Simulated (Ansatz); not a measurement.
## Y on W(100): change of the work function: cost of one run

Ansatz 0.2.0; plane-wave DFT, PBE, Ansatz PAW. The cell holds 22 atoms.

input.yaml

```yaml
crystal:
  lattice:
    - [6.32, 0.0, 0.0]
    - [0.0, 6.32, 0.0]
    - [0.0, 0.0, 27.0894077909]
  atoms:
    - { symbol: W, position: [0.0, 0.0, 0.3322331765] }
    - { symbol: W, position: [0.25, 0.25, 0.3905585563] }
    - { symbol: W, position: [0.0, 0.0, 0.4488532444] }
    - { symbol: W, position: [0.25, 0.25, 0.5095639611] }
    - { symbol: W, position: [0.0, 0.0, 0.5623676402] }
    - { symbol: W, position: [0.0, 0.5, 0.3322331765] }
    - { symbol: W, position: [0.25, 0.75, 0.3905585563] }
    - { symbol: W, position: [0.0, 0.5, 0.4488532444] }
    - { symbol: W, position: [0.25, 0.75, 0.5095639611] }
    - { symbol: W, position: [0.0, 0.5, 0.5623676402] }
    - { symbol: W, position: [0.5, 0.0, 0.3322331765] }
    - { symbol: W, position: [0.75, 0.25, 0.3905585563] }
    - { symbol: W, position: [0.5, 0.0, 0.4488532444] }
    - { symbol: W, position: [0.75, 0.25, 0.5095639611] }
    - { symbol: W, position: [0.5, 0.0, 0.5623676402] }
    - { symbol: W, position: [0.5, 0.5, 0.3322331765] }
    - { symbol: W, position: [0.75, 0.75, 0.3905585563] }
    - { symbol: W, position: [0.5, 0.5, 0.4488532444] }
    - { symbol: W, position: [0.75, 0.75, 0.5095639611] }
    - { symbol: W, position: [0.5, 0.5, 0.5623676402] }
    - { symbol: "Y", position: [0.25, 0.25, 0.6677668235] }
    - { symbol: "Y", position: [0.75, 0.75, 0.6677668235] }
kpoints:
  mp_grid: { grid: [6, 6, 1] }
hamiltonian:
  xc: pbe
scf:
  occupations: { method: fermi_dirac, width: 0.1 }
  convergence: { dr2_threshold: 1.0e-08 }
efield:
  axis: 3
  dipole_correction: true
  ramp_position: 0.97
  ramp_width: 0.06
relax:
  f_tol: 0.02
  max_steps: 60
  constraints: [{ sites: [0, 1, 5, 6, 10, 11, 15, 16] }]
output:
  dos: { projected: true, e_range: [-8, 4] }
  write_potential: true
  write_density: true
  volumetric_format: npy
  elf: true
```

Run with:

```bash
> ansatz run input.yaml --threads 4 --pin off --max-ram 16384MiB --backend cpu --events-out ev --progress --plain --runs-dir out
```

The cutoff in use is 420 eV. For reference, a run of the same kind (5 atoms, 28 k-points, 42 bands and 4,785 plane waves; 37 SCF cycles) took 17 s and 0.7 GiB on the same hardware.

What time and memory should one allow on 4 threads of AMD EPYC 9R14 (Zen 4), shared host?

A cutoff of 420 eV is a sphere of radius 10.5 Å⁻¹, so a cell of 1082 Å³ holds about V·G³/6π² = 21,146 plane waves. At two electrons a band, the 302 electrons need 151 bands, and 31 more are carried. Symmetry cuts the 6×6×1 mesh from 36 to 10 points. The run has 10 k-points, 182 bands and 21,191 plane waves. Taking the work of a cycle as k-points × spins × bands × plane waves, that is 6.9 times the reference, or 2 min at the reference's 37 cycles. The run needed 74 SCF cycles over 7 ionic steps, which makes it about 3.9 min. One copy of the wavefunctions takes 0.57 GiB at 16 bytes a coefficient, against 0.084 GiB in the reference; grids, projectors and work arrays come on top. Measured: about 4.6 min, with a peak of 4.7 GiB. The estimate holds within 25 %.

[Logs are printed without paths, hosts, clocks, repeated set-up lines and the standing remarks that a program may print on its own settings, such as how far it seeks lower states.]

[Hosts, paths, dates, database ids (printed as entryN), source tags and the programs' standing remarks are cut or masked in the printed files.]

[Maps of the electrostatic potential energy from Ansatz leave out the sawtooth potential of an applied field or a dipole correction, so their vacuum need not be flat; planar profiles and work functions include it.]
